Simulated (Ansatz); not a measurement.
## Quasi-harmonic thermodynamics of BaY (hypothetical, Pm-3m)

Wanted: α(T), C_P(T) and B(T) of BaY (hypothetical) in the quasi-harmonic approximation. The compound is hypothetical: it was made by swapping elements on a known structure type.

Calculated with Ansatz 0.2.0; DFT PBE, scalar-relativistic, plane waves, PAW.

**1. The structure**

Symmetry: Pm-3m, No. 221, cubic system. The conventional cell has a = 4.636 Å, b = 4.636 Å, c = 4.636 Å, α = 90.00°, β = 90.00°, γ = 90.00°. Nearest to Ba lie 8 Y at 4.01 Å. Nearest to Y lie 8 Ba at 4.01 Å. Farther neighbours are not listed.

**2. A first coarse run**

A cheap single point shows whether the cell is a metal or an insulator and how far it is from rest; that sets the k-mesh and the occupations of what follows.

Input file input.yaml:

```yaml
crystal:
  lattice:
    - [4.63602, 0.0, 0.0]
    - [0.0, 4.63602, 0.0]
    - [0.0, 0.0, 4.63602]
  atoms:
    - { symbol: Ba, position: [0.0, 0.0, 0.0] }
    - { symbol: "Y", position: [0.5, 0.5, 0.5] }
kpoints:
  mp_grid: { grid: [4, 4, 4] }
hamiltonian:
  xc: pbe
scf:
  occupations: { method: gaussian, width: 0.1 }
output:
  forces: true
  stress: true
  eigenvalues: true
```

The run is started by

```console
> ansatz run input.yaml --threads 4 --pin off --max-ram 8192MiB --backend cpu --events-out ev --progress --plain --runs-dir out
```

Numbers of over 12 decimals in the logs are rounded to 6 here.

Output:

```text
Engine: ansatz 0.2.0, aarch64-unknown-linux-gnu
Pseudopotentials: kind: paw
Pseudopotential: Ba, paw, valence charge 10, recommended cutoff 420 eV (normal), Ba.paw.azcp
Pseudopotential: Y, paw, valence charge 11, recommended cutoff 420 eV (normal), Y.paw.azcp
Functional definition: PBE
  parameter kappa = 0.804
  parameter beta = 0.066725
  exchange = pbe_x(kappa = kappa, mu = beta*pi^2/3)
  correlation = pbe_c(beta = beta)
Crystal: 2 atoms, lattice volume = 99.641 Å³
Basis set: ecut = 420 eV, 1935 PW (Γ), exchange–correlation on 64×64×64 points (8 copies of the dense FFT grid, shifted against one another)
Bands: 15, of which v1, the nominal top of the filled ones, is band 11 counted from 1 (10 counted from 0)
Symmetry: 48 space group operations
Space group: Pm-3m (ITA 221), of the structure as read, at distance tolerance 4.6e-5 Å
k-points: 10 of 64
Non-local potential: Ba, projectors of the file, l = 0: 3, l = 1: 2, l = 2: 2, l = 3: 2
Non-local potential: Y, projectors of the file, l = 0: 3, l = 1: 2, l = 2: 2, l = 3: 1
PAW form: soft (Blöchl's): semilocal exchange-correlation on the pseudo side does not see the compensation charge
PAW one-centre angular grid: Ba, 194 points (default); XC on 64 Gauss nodes
PAW one-centre angular grid: Y, 590 points (default); XC on 64 Gauss nodes
Initial density: superposition of atomic densities (neutral atoms: chi_scale 0, normalization atom), corrected by the library's trained network
Initial wavefunctions: pseudopotential atomic-orbital guess
Functional: x = pbe(κ = 0.804, μ = 0.219515), c = pbe(β = 0.066725)
SCF iter   1: F=—  HF=-9797.430581 eV  |F-HF|=—  |Δ(HF+E_count)|=         —  Δρ=3.55e-3  dr2=2.08e-2  ethr=1.77e-3  ⟨swp⟩=6.5  Hψ=876  notcnv=0
preconditioner: auto → Resta (q_TF=auto, 2.105 Å⁻¹)  ε∞=17.9  [insulator: Δε(μ)=0.201 eV  Ē_g=2.021 eV  σ=0.100 eV  W_gap=0.74  n_scr=18 (ndim 8)  ℏωp=8.3 eV  f_vac=0.000  D(μ)=5.23/eV (n_scr^D=56)  ε∞_Penn≈17.9]
SCF iter   2: F=—  HF=-9797.427467 eV  |F-HF|=—  |Δ(HF+E_count)|=   3.11e-3  Δρ=2.11e-3  dr2=5.75e-3  ethr=9.91e-5  ⟨swp⟩=1.9  Hψ=281  notcnv=0
SCF iter   3: F=—  HF=-9797.427282 eV  |F-HF|=—  |Δ(HF+E_count)|=   1.84e-4  Δρ=4.92e-4  dr2=3.49e-4  ethr=2.74e-5  ⟨swp⟩=1.9  Hψ=164  notcnv=0
SCF iter   4: F=—  HF=-9797.427316 eV  |F-HF|=—  |Δ(HF+E_count)|=   3.36e-5  Δρ=1.00e-4  dr2=1.25e-5  ethr=1.66e-6  ⟨swp⟩=2.4  Hψ=231  notcnv=0
SCF iter   5: F=—  HF=-9797.427312 eV  |F-HF|=—  |Δ(HF+E_count)|=   3.60e-6  Δρ=1.81e-5  dr2=2.50e-7  ethr=5.97e-8  ⟨swp⟩=2.0  Hψ=175  notcnv=0
SCF iter   6: F=-9797.427312 eV  HF=-9797.427312 eV  |F-HF|=3.69e-9  |Δ(HF+E_count)|=   1.83e-7  Δρ=2.62e-6  dr2=7.03e-9  ethr=4.76e-10  ⟨swp⟩=6.8  Hψ=795  notcnv=0
SCF 1 converged in 6 iterations: F = -9797.427312 eV  dr2 = 7.03e-9
  greatest PAW one-centre occupation: 0.994 electrons in one spin orbital (limit 2), on the Y atom at site 1 (counted from 0), in its partial waves of l = 0
SCF converged after 6 iterations
Free energy (F): -9797.427312 eV
Harris-Foulkes:  -9797.427312 eV  (|F-HF|=3.69e-9)
Internal energy: -9797.401349 eV  (E = F + TS)
E sigma→0 (E₀):  -9797.414331 eV
Entropy (-TS):   -0.025963 eV (-12.982 meV/atom)
Fermi energy:    6.610992 eV
--- Per-component energies (eV) ---
  E_band       = -233.485519
  E_kinetic    = 467.464405
  E_local      = -1081.332683  (includes V_loc(G=0)·N_el)
  E_nonlocal   = 107.144675
  E_hartree    = 346.054715
  E_xc         = -337.861421
  E_vxc        = -329.984357  (∫ρ·V_xc dr)
  E_paw        = -8051.069716  (= ΣΔE_a)
  E_vpaw       = -88.886721  (= ΣTr[D̂ρ^β])
  E_aug_tail   = 0.000001  (compensation charges beyond the density's cutoff)
  E_ewald      = -1247.801326
  E_smearing   = -0.025963  (= −TS)
  E_closure    = -0.000000  (closes the sum)
  Σ components = -9797.427312   (vs F -9797.427312, Δ=0.00e0)
--- Forces (eV/Å), atoms counted from 1 ---
  atom   1  Ba    -0.00000000     0.00000000    -0.00000000
  atom   2  Y      0.00000000    -0.00000000     0.00000000
  max |Σ_I F_I| component: 1.93e-29 eV/Å
--- Stress (GPa, compression-positive) ---
       -1.945282      -0.000000       0.000000
        0.000000      -1.945282       0.000000
        0.000000       0.000000      -1.945282
  P = ⅓ Tr σ = -1.9453 GPa (-19.453 kbar)
--- Band table (eV; the first three rows and the last of 10) ---
  k-point 0: bands = [... 7 lower, -6.6710, 3.1354, 5.8396, 5.8396, 8.0117, 8.0117, 8.0117, 9.7435]
  k-point 1: bands = [... 7 lower, -6.6649, 3.7553, 6.0551, 6.1687, 7.8976, 7.8976, 8.1947, 8.8333]
  k-point 2: bands = [... 7 lower, -6.6588, 5.1016, 5.3394, 6.8005, 7.7686, 7.8578, 7.8578, 8.4327]
  k-point 9: bands = [... 7 lower, -6.8260, 6.5348, 6.5348, 6.5348, 7.0843, 7.0843, 7.0843, 8.6522]
```

Run time: 0.47 s. Hardware: 4 threads of Arm Neoverse V1, shared host; peak memory 0.34 GiB; 1.4 s of CPU time.

This step gave:

```yaml
pressure: -1.945 GPa
volume_per_atom: 49.82 Å³
gap_on_the_k_mesh: 0 eV
```

The start is under -1.9 GPa at this level and looks like a metal on this mesh.

**3. Relaxation**

The vibrations must be taken about the equilibrium of this functional, not about the starting cell, so the structure is relaxed.

input.yaml, the sections that differ from step 2:

```yaml
kpoints:
  mp_grid: { grid: [10, 10, 10] }
relax:
  adjacent_minimum: "off"
  f_tol: 0.005
  max_steps: 80
  cell: { stress_tol: 0.05 }
# crystal, hamiltonian, scf, output: as in step 2
```

Output:

```text
[...]
Crystal: 2 atoms, lattice volume = 99.641 Å³
Basis set: ecut = 420 eV, 1935 PW (Γ), exchange–correlation on 64×64×64 points (8 copies of the dense FFT grid, shifted against one another)
Bands: 15, of which v1, the nominal top of the filled ones, is band 11 counted from 1 (10 counted from 0)
Symmetry: 48 space group operations
[...]
k-points: 56 of 1000
[...]
SCF iter   1: F=—  HF=-9797.452893 eV  |F-HF|=—  |Δ(HF+E_count)|=         —  Δρ=3.04e-3  dr2=1.77e-2  ethr=1.77e-3  ⟨swp⟩=6.6  Hψ=5047  notcnv=0
[...]
SCF iter   6: F=-9797.449459 eV  HF=-9797.449459 eV  |F-HF|=3.21e-9  |Δ(HF+E_count)|=   1.77e-7  Δρ=3.30e-6  dr2=1.29e-8  ethr=4.76e-10  ⟨swp⟩=6.8  Hψ=4483  notcnv=0
SCF 1 converged in 6 iterations: F = -9797.449459 eV  dr2 = 1.29e-8
[...]
relax step   1: F+E_penalty+E_count = -9797.44945857 eV  Δ(F+E_penalty+E_count) = +0.000e0 eV  max|allowed force component| = 6.975e-29 eV/Å  Δτ_max = 0.0000 Å  P = -2.101 GPa  Ω = 99.641 Å³  (6 SCF iters, dr2 threshold 1.00e-7 eV, accepted)
Crystal: 2 atoms, lattice volume = 93.756 Å³
Basis set: ecut = 420 eV, 1839 PW (Γ), exchange–correlation on 64×64×64 points (8 copies of the dense FFT grid, shifted against one another)
[...]
iter 1 solved again at ethr=9.71e-6 eV; its pass at ethr=3.10e-3 eV (dr2=2.04e-3 eV) is discarded
[...]
SCF iter   5: F=-9797.512937 eV  HF=-9797.512937 eV  |F-HF|=9.54e-9  |Δ(HF+E_count)|=   2.87e-7  Δρ=3.99e-6  dr2=1.19e-8  ethr=9.52e-10  ⟨swp⟩=6.5  Hψ=4429  notcnv=0
SCF 2 converged in 5 iterations: F = -9797.512937 eV  dr2 = 1.19e-8
relax step   2: F+E_penalty+E_count = -9797.51293672 eV  Δ(F+E_penalty+E_count) = -6.348e-2 eV  max|allowed force component| = 1.956e-30 eV/Å  Δτ_max = 0.0000 Å  P = -1.318 GPa  Ω = 93.756 Å³  energy of the carried Pulay correction = +7.297e-5 eV  (5 SCF iters, dr2 threshold 2.00e-7 eV, accepted)
Crystal: 2 atoms, lattice volume = 85.294 Å³
Basis set: ecut = 420 eV, 1743 PW (Γ), exchange–correlation on 64×64×64 points (8 copies of the dense FFT grid, shifted against one another)
[...]
SCF iter   5: F=-9797.544501 eV  HF=-9797.544501 eV  |F-HF|=2.23e-8  |Δ(HF+E_count)|=   5.61e-7  Δρ=7.16e-6  dr2=4.61e-8  ethr=9.52e-10  ⟨swp⟩=6.5  Hψ=4601  notcnv=0
SCF 3 converged in 5 iterations: F = -9797.544501 eV  dr2 = 4.61e-8
relax step   3: F+E_penalty+E_count = -9797.54450075 eV  Δ(F+E_penalty+E_count) = -3.156e-2 eV  max|allowed force component| = 4.898e-30 eV/Å  Δτ_max = 0.0000 Å  P = +0.223 GPa  Ω = 85.294 Å³  energy of the carried Pulay correction = +1.861e-4 eV  (5 SCF iters, dr2 threshold 2.00e-7 eV, accepted)
[...]
relax step   4: F+E_penalty+E_count = -9797.54519836 eV  Δ(F+E_penalty+E_count) = -6.976e-4 eV  max|allowed force component| = 2.531e-30 eV/Å  Δτ_max = 0.0000 Å  P = -0.018 GPa  Ω = 86.422 Å³  energy of the carried Pulay correction = +1.704e-4 eV  (4 SCF iters, dr2 threshold 1.24e-7 eV, accepted)
Basis set: ecut = 420 eV, 1743 PW (Γ), exchange–correlation on 60×60×60 points (8 copies of the dense FFT grid, shifted against one another)
[...]
SCF iter   5: F=-9797.545030 eV  HF=-9797.545030 eV  |F-HF|=3.64e-12  |Δ(HF+E_count)|=  5.82e-11  Δρ=1.39e-7  dr2=1.00e-11  ethr=1.00e-12  ⟨swp⟩=5.6  Hψ=4271  notcnv=0
SCF 5 converged in 5 iterations: F = -9797.545030 eV  dr2 = 1.00e-11
relax step   5: F+E_penalty+E_count = -9797.54503005 eV  Δ(F+E_penalty+E_count) = +1.683e-4 eV  max|allowed force component| = 1.693e-30 eV/Å  Δτ_max = 0.0000 Å  P = -0.019 GPa  Ω = 86.422 Å³  stress off target by 1.86e-2 GPa  SCF on the basis re-selected at this cell (its energy is not comparable with the rows above)  (5 SCF iters)
basis re-selected at this cell: Δ(F+E_penalty+E_count) = +1.683e-4 eV, ΔP = -0.000 GPa vs the last step (what re-selecting the basis moved, of the pressure what is left beyond the Pulay correction that the steps carried, after the strain that the cell walked since its last selection, with what the two solves' SCF thresholds leave and, on support functions, any second-order correction that the steps lacked; it is no measure of the basis error at this ecutwfc). The dense FFT grid was sized anew with the basis: this SCF ran on 30×30×30 points, the steps before it on 32×32×32, so part of this shift can come from that change (see relax.cell in the input reference). [rest of the remark cut]
SCF converged after 5 iterations
Free energy (F): -9797.545030 eV
[...]
Internal energy: -9797.522730 eV  (E = F + TS)
E sigma→0 (E₀):  -9797.533880 eV
Entropy (-TS):   -0.022300 eV (-11.150 meV/atom)
Fermi energy:    7.925396 eV
[...]
--- Stress (GPa, compression-positive) ---
       -0.018551      -0.000000      -0.000000
        0.000000      -0.018551       0.000000
       -0.000000       0.000000      -0.018551
  P = ⅓ Tr σ = -0.0186 GPa (-0.186 kbar)
--- Band table (eV; the first three rows and the last of 56) ---
  k-point 0: bands = [... 7 lower, -5.1229, 4.3187, 6.8930, 6.8930, 9.4955, 9.4955, 9.4955, 11.4346]
  k-point 1: bands = [... 7 lower, -5.1213, 4.4430, 6.9546, 6.9782, 9.4651, 9.4651, 9.5339, 11.1917]
  k-point 2: bands = [... 7 lower, -5.1172, 4.7976, 7.1368, 7.1800, 9.4001, 9.4001, 9.6424, 10.6196]
  k-point 55: bands = [... 7 lower, -5.3758, 7.8027, 7.8027, 7.8027, 8.5999, 8.5999, 8.5999, 10.5777]
--- Relaxed structure (4 steps of the walk, 4 accepted, 1 SCFs on fresh bases) ---
  F+E_penalty+E_count = -9797.54503005 eV   max|allowed force component| = 1.693e-30 eV/Å   (the final SCF, on the basis selected at the relaxed cell)
  cell:  # Å, volume = 86.4225 Å³
    - [4.421221, 0, 0]
    - [0, 4.421221, 0]
    - [0, 0, 4.421221]
  atoms:
    - { symbol: Ba, position: [0, 0, 0] }
    - { symbol: Y, position: [0.5, 0.5, 0.5] }
```

The job ended after 7 s (4 threads; peak memory 0.45 GiB).

Relaxation path:

| step | energy less that of the first step (eV) | largest force component (eV/Å) | pressure (GPa) | volume (Å³) |
| --- | --- | --- | --- | --- |
| 1 | 0.0000 | 0.0000 | -2.10 | 99.64 |
| 2 | -0.0635 | 0.0000 | -1.32 | 93.76 |
| 3 | -0.0950 | 0.0000 | 0.22 | 85.29 |
| 4 | -0.0957 | 0.0000 | -0.02 | 86.42 |
| 5* | -0.0956 | 0.0000 | -0.02 | 86.42 |

Relaxation steps marked * repeat the geometry before them on a plane-wave basis chosen anew for their cell, so energy and pressure can jump there.

The run keeps the 48 symmetry operations that it works with, so distortions that break them were not tested.

| conventional cell, symmetrised | before | after | change |
| --- | --- | --- | --- |
| a (Å) | 4.636 | 4.421 | -4.6 % |
| b (Å) | 4.636 | 4.421 | -4.6 % |
| c (Å) | 4.636 | 4.421 | -4.6 % |
| volume (Å³/atom) | 49.82 | 43.21 | -13.3 % |

The relaxed structure:

```xyz
2
Lattice="4.4212 0.0000 0.0000 0.0000 4.4212 0.0000 0.0000 0.0000 4.4212" Properties=species:S:1:pos:R:3 pbc="T T T"
Ba    0.0000    0.0000    0.0000
Y     2.2106    2.2106    2.2106
```

Numbers from this step:

| Item | Value |
| --- | --- |
| pressure | -0.01855 GPa |
| volume per atom | 43.21 Å³ |

The relaxation ends with a pressure of -0.02 GPa.

**4. A second relaxation**

The relaxation is run once more from where the first one ended, as the script does after a large change of volume or of the gap, with mesh and occupations reviewed.

input.yaml, the sections that differ from step 3:

```yaml
crystal:
  lattice:
    - [4.4212207093, 0.0, 0.0]
    - [0.0, 4.4212207093, 0.0]
    - [0.0, 0.0, 4.4212207093]
  atoms:
    - { symbol: Ba, position: [0.0, 0.0, 0.0] }
    - { symbol: "Y", position: [0.5, 0.5, 0.5] }
output:
  forces: true
  stress: true
  eigenvalues: true
  write_density: true
  write_potential: true
  elf: true
  volumetric_format: npy
# kpoints, hamiltonian, scf, relax: as in step 3
```

Output:

```text
[...]
Crystal: 2 atoms, lattice volume = 86.422 Å³
Basis set: ecut = 420 eV, 1743 PW (Γ), exchange–correlation on 60×60×60 points (8 copies of the dense FFT grid, shifted against one another)
Bands: 15, of which v1, the nominal top of the filled ones, is band 11 counted from 1 (10 counted from 0)
Symmetry: 48 space group operations
[...]
k-points: 56 of 1000
[...]
SCF iter   1: F=—  HF=-9797.546640 eV  |F-HF|=—  |Δ(HF+E_count)|=         —  Δρ=2.68e-3  dr2=9.23e-3  ethr=1.77e-3  ⟨swp⟩=6.6  Hψ=5064  notcnv=0
[...]
SCF iter   6: F=-9797.545030 eV  HF=-9797.545030 eV  |F-HF|=1.35e-9  |Δ(HF+E_count)|=   6.89e-8  Δρ=1.88e-6  dr2=2.69e-9  ethr=4.25e-10  ⟨swp⟩=7.4  Hψ=5820  notcnv=0
SCF 1 converged in 6 iterations: F = -9797.545030 eV  dr2 = 2.69e-9
[...]
relax step   1: F+E_penalty+E_count = -9797.54503005 eV  Δ(F+E_penalty+E_count) = +0.000e0 eV  max|allowed force component| = 1.451e-29 eV/Å  Δτ_max = 0.0000 Å  P = -0.019 GPa  Ω = 86.422 Å³  (6 SCF iters, dr2 threshold 1.00e-7 eV, accepted)
[...]
SCF iter   1: F=—  HF=-9797.545038 eV  |F-HF|=—  |Δ(HF+E_count)|=         —  Δρ=2.14e-6  dr2=3.88e-9  ethr=1.28e-7  ⟨swp⟩=3.1  Hψ=7688  notcnv=0
eigensolver tolerance schedule: the retry pair's looser diagonalisation over-reported the residual by 6943.25 of it (diagonalisation noise at 0.40 of the residual, at the tolerance the schedule requests for it); recorded, not acted on — ethr = c·dr2/N_el stays at c = 1.0e-1
[...]
SCF iter   2: F=—  HF=-9797.545030 eV  |F-HF|=—  |Δ(HF+E_count)|=   8.22e-6  Δρ=1.32e-6  dr2=1.04e-9  ethr=1.85e-11  ⟨swp⟩=3.2  Hψ=1997  notcnv=0
[...]
SCF iter   5: F=-9797.545030 eV  HF=-9797.545030 eV  |F-HF|=1.82e-12  |Δ(HF+E_count)|=  1.82e-12  Δρ=7.90e-8  dr2=2.55e-12  ethr=1.00e-12  ⟨swp⟩=6.0  Hψ=3676  notcnv=0
SCF 2 converged in 5 iterations: F = -9797.545030 eV  dr2 = 2.55e-12
relax step   2: F+E_penalty+E_count = -9797.54503005 eV  Δ(F+E_penalty+E_count) = -7.294e-10 eV  max|allowed force component| = 1.026e-29 eV/Å  Δτ_max = 0.0000 Å  P = -0.019 GPa  Ω = 86.422 Å³  stress off target by 1.86e-2 GPa  SCF on the basis re-selected at this cell (its energy is not comparable with the rows above)  (5 SCF iters)
basis re-selected at this cell: Δ(F+E_penalty+E_count) = -7.294e-10 eV, ΔP = +0.000 GPa vs the last step (what re-selecting the basis moved, of the pressure what is left beyond the Pulay correction that the steps carried, after the strain that the cell walked since its last selection, with what the two solves' SCF thresholds leave and, on support functions, any second-order correction that the steps lacked; it is no  [...]
SCF converged after 5 iterations
Free energy (F): -9797.545030 eV
[...]
Internal energy: -9797.522730 eV  (E = F + TS)
E sigma→0 (E₀):  -9797.533880 eV
Entropy (-TS):   -0.022300 eV (-11.150 meV/atom)
Fermi energy:    7.925395 eV
[...]
--- Stress (GPa, compression-positive) ---
       -0.018554      -0.000000       0.000000
        0.000000      -0.018554       0.000000
        0.000000       0.000000      -0.018554
  P = ⅓ Tr σ = -0.0186 GPa (-0.186 kbar)
--- Band table (eV; the first three rows and the last of 56) ---
  k-point 0: bands = [... 7 lower, -5.1229, 4.3187, 6.8930, 6.8930, 9.4955, 9.4955, 9.4955, 11.4346]
  k-point 1: bands = [... 7 lower, -5.1213, 4.4430, 6.9546, 6.9782, 9.4651, 9.4651, 9.5339, 11.1917]
  k-point 2: bands = [... 7 lower, -5.1172, 4.7976, 7.1368, 7.1800, 9.4001, 9.4001, 9.6424, 10.6196]
  k-point 55: bands = [... 7 lower, -5.3758, 7.8027, 7.8027, 7.8027, 8.5999, 8.5999, 8.5999, 10.5777]
--- Relaxed structure (1 steps of the walk, 1 accepted, 1 SCFs on fresh bases) ---
[...]
cell:  # Å, volume = 86.4225 Å³
    - [4.4212207093, 0.0, 0.0]
    - [0.0, 4.4212207093, 0.0]
    - [0.0, 0.0, 4.4212207093]
  atoms:
    - { symbol: Ba, position: [0.0, 0.0, 0.0] }
    - { symbol: Y, position: [0.5, 0.5, 0.5] }
```

The job ended after 3 s (4 threads; peak memory 0.43 GiB; 11 s of CPU time).

Little changed from the start: no atom moved by 0.005 Å and no cell edge by 0.1 %.

Valence density in the ac plane at fractional y = 0.000, with atoms of Ba within 0.2 Å of it. It is the smooth field of the valence electrons, not physical close to the nuclei.

Values in e/Å³, 14 rows by 14 columns, each cell a mean:
```
0.6 1.1 1.3 0.7 0.2 0.1 0.1 0.1 0.1 0.1 0.3 1.0 1.3 0.9
1.3 1.3 1.0 0.4 0.2 0.1 0.1 0.1 0.1 0.1 0.2 0.7 1.2 1.3
1.0 0.9 0.5 0.2 0.1 0.1 0.1 0.1 0.1 0.1 0.1 0.3 0.7 1.0
0.4 0.3 0.2 0.1 0.1 0.1 0.1 0.1 0.1 0.1 0.1 0.1 0.2 0.3
0.1 0.1 0.1 0.1 0.1 0.1 0.1 0.1 0.1 0.1 0.1 0.1 0.1 0.1
0.1 0.1 0.1 0.1 0.1 0.1 0.1 0.1 0.1 0.1 0.1 0.1 0.1 0.1
0.1 0.1 0.1 0.1 0.1 0.1 0.1 0.1 0.1 0.1 0.1 0.1 0.1 0.1
0.1 0.1 0.1 0.1 0.1 0.1 0.1 0.1 0.1 0.1 0.1 0.1 0.1 0.1
0.1 0.1 0.1 0.1 0.1 0.1 0.1 0.1 0.1 0.1 0.1 0.1 0.1 0.1
0.3 0.2 0.1 0.1 0.1 0.1 0.1 0.1 0.1 0.1 0.1 0.1 0.2 0.2
0.7 0.6 0.4 0.2 0.1 0.1 0.1 0.1 0.1 0.1 0.1 0.2 0.4 0.7
1.3 1.2 0.8 0.4 0.1 0.1 0.1 0.1 0.1 0.1 0.2 0.5 1.0 1.3
0.9 1.2 1.2 0.6 0.2 0.1 0.1 0.1 0.1 0.1 0.3 0.9 1.3 1.1
0.3 0.9 1.3 0.7 0.3 0.1 0.1 0.1 0.1 0.1 0.4 1.0 1.3 0.6
```
Columns run along a (4.4 Å), rows up along c (4.4 Å). Atoms in or near the plane, at fractional coordinates: Ba at (0.00, 0.00).

ELF in the ac plane at fractional y = 0.000, with atoms of Ba within 0.2 Å of it. It is the smooth field of the valence electrons, not physical close to the nuclei.

Ten even steps from '0' (0.02) to '9' (0.86), each cell a mean:
```
04994112126982
78973122114998
99841134212699
75311356421246
21113578742112
11235788874211
12357899886422
11246889875321
11124688753111
54212467531134
98631245311479
99962123213899
26984112115984
02995111127970
```
Columns run along a (4.4 Å), rows up along c (4.4 Å). Atoms in or near the plane, at fractional coordinates: Ba at (0.00, 0.00).

Electrostatic potential energy in the ac plane at fractional y = 0.000, with atoms of Ba within 0.2 Å of it. With pseudopotentials it is smooth inside the atoms' cores, unlike the true potential.

Ten even steps from '_' (-35 eV) to '@' (11 eV), each cell a mean:
```
____..++%%@@@@@@@@%%##--..__
__..--**%%@@@@@@@@@@%%++::..
--==**%%@@@@@@@@@@@@%%##++--
####%%@@@@@@@@@@@@@@@@%%%%##
%%@@@@@@@@@@@@@@@@@@@@@@@@%%
@@@@@@@@@@@@@@@@@@@@@@@@@@@@
@@@@@@@@@@@@@@@@@@@@@@@@@@@@
@@@@@@@@@@@@@@@@@@@@@@@@@@@@
@@@@@@@@@@@@@@@@@@@@@@@@@@@@
##%%%%@@@@@@@@@@@@@@@@@@%%%%
++++##%%@@@@@@@@@@@@@@%%**++
..::==##%%@@@@@@@@@@%%**--..
____::++%%@@@@@@@@@@##==..__
____..++##@@@@@@@@%%##--____
```
Columns run along a (4.4 Å; values clipped at the 3rd and 97th percentile), rows up along c (4.4 Å). Atoms in or near the plane, at fractional coordinates: Ba at (0.00, 0.00).

(Continued in part 2 of 3.)

[Logs are printed without paths, hosts, clocks, repeated set-up lines and the standing remarks that a program may print on its own settings, such as how far it seeks lower states.]

[Hosts, paths, dates, database ids (printed as entryN), source tags and the programs' standing remarks are cut or masked in the printed files.]

[A step with changed settings may run another functional than the one named; its input shows which.]

[Pressures of single members of a volume series are the stress at the run's cutoff; with an incomplete basis they can lie off −dE/dV of the same runs, and they are not shown converged.]
